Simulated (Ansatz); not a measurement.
## (CaO)3(YN)1 [001] superlattice, started as rocksalt type: the cell at rest: relaxation

Ansatz 0.2.0; DFT PBEsol, scalar-relativistic, plane waves, PAW.

The structure was built from a prototype and need not be the compound's stable phase.

Symmetry: P4/mmm, No. 123, tetragonal system. The conventional cell has a = 3.415 Å, b = 3.415 Å, c = 9.660 Å, α = 90.00°, β = 90.00°, γ = 90.00°. Nearest to Ca lie 1 N at 2.42 Å and 5 O at 2.42 Å. Nearest to Ca lie 6 O at 2.42 Å. N has 4 Y at 2.42 Å and 2 Ca at 2.42 Å nearest. Nearest to O lie 5 Ca at 2.42 Å and 1 Y at 2.42 Å. Nearest to O lie 6 Ca at 2.42 Å. Y has 4 N at 2.42 Å and 2 O at 2.42 Å nearest. Farther neighbours and most contacts between anions are not listed.

Step by step:

```
step  energy less that of the first step (eV)  largest force component (eV/Å)  pressure (GPa)  volume (Å³)
   1                                   0.0000                          0.3071           -2.64       112.68
   2                                  -0.0212                          0.3320            1.48       109.14
   3                                  -0.0334                          0.0291            0.00       110.34
   4                                  -0.0335                          0.0098           -0.01       110.34
   5                                  -0.0336                          0.0030            0.00       110.32
  6*                                  -0.0281                          0.0030           -0.09       110.32
   7                                  -0.0283                          0.0008            0.00       110.24
  8*                                  -0.0282                          0.0008            0.00       110.24
```

Relaxation steps marked * repeat the geometry before them on a plane-wave basis chosen anew for their cell, so energy and pressure can jump there.

The run keeps the 16 symmetry operations that it works with, so distortions that break them were not tested.

```
conventional cell, symmetrised  before  after  change
                         a (Å)   3.415  3.390  -0.7 %
                         b (Å)   3.415  3.390  -0.7 %
                         c (Å)   9.660  9.592  -0.7 %
              volume (Å³/atom)   14.08  13.78  -2.2 %
```

The atoms that moved most (Å, as changes of fractional coordinates times the final cell):

```
atom     dx     dy      dz  length
 Ca1  0.000  0.000   0.020   0.020
 Ca3  0.000  0.000  -0.020   0.020
  O7  0.000  0.000   0.006   0.006
  O5  0.000  0.000  -0.006   0.006
```

The relaxed structure:

```cif
data_structure
_symmetry_space_group_name_H-M 'P 1'
_symmetry_Int_Tables_number 1
_cell_length_a 3.3901
_cell_length_b 3.3901
_cell_length_c 9.5923
_cell_angle_alpha 90.000
_cell_angle_beta 90.000
_cell_angle_gamma 90.000
_cell_volume 110.24
loop_
_atom_site_label
_atom_site_type_symbol
_atom_site_fract_x
_atom_site_fract_y
_atom_site_fract_z
_atom_site_occupancy
Ca1 Ca 0.00000 0.00000 0.00208 1
Ca2 Ca 0.50000 0.50000 0.25000 1
Ca3 Ca 0.00000 0.00000 0.49792 1
N4 N 0.00000 0.00000 0.75000 1
O5 O 0.50000 0.50000 0.99937 1
O6 O 0.00000 0.00000 0.25000 1
O7 O 0.50000 0.50000 0.50063 1
Y8 Y 0.50000 0.50000 0.75000 1
```

Numbers from this step:

| Quantity | Value |
| --- | --- |
| pressure | 0.002072 GPa |
| gap on the k-mesh | 0.8611 eV |
| volume per atom | 13.78 Å³ |
| direct gap on mesh | 0.8611 eV |

Q: Write an input that reproduces this.

The system, level and task follow from the heading and the kind of results. Meshes, cutoffs and thresholds can't be read from the results; these are the ones that the run used.

The input, input.yaml:

```yaml
crystal:
  lattice:
    - [2.415, 2.415, 0.0]
    - [-2.415, 2.415, 0.0]
    - [0.0, 0.0, 9.66]
  atoms:
    - { symbol: Ca, position: [0.0, 0.0, 0.0] }
    - { symbol: Ca, position: [0.5, 0.5, 0.25] }
    - { symbol: Ca, position: [0.0, 0.0, 0.5] }
    - { symbol: "N", position: [0.0, 0.0, 0.75] }
    - { symbol: O, position: [0.5, 0.5, 0.0] }
    - { symbol: O, position: [0.0, 0.0, 0.25] }
    - { symbol: O, position: [0.5, 0.5, 0.5] }
    - { symbol: "Y", position: [0.5, 0.5, 0.75] }
kpoints:
  mp_grid: { grid: [8, 8, 4] }
hamiltonian:
  xc: pbesol
scf:
  occupations: { method: gaussian, width: 0.02 }
output:
  forces: true
  stress: true
  eigenvalues: true
relax:
  adjacent_minimum: "off"
  f_tol: 0.005
  max_steps: 80
  cell: { stress_tol: 0.05 }
```

Started as:

```
> ansatz run input.yaml --threads 8 --pin off --max-ram 14336MiB --backend cpu --events-out ev --progress --plain --runs-dir out
```

[Logs are printed without paths, hosts, clocks, repeated set-up lines and the standing remarks that a program may print on its own settings, such as how far it seeks lower states.]

[Hosts, paths, dates, database ids (printed as entryN), source tags and the programs' standing remarks are cut or masked in the printed files.]
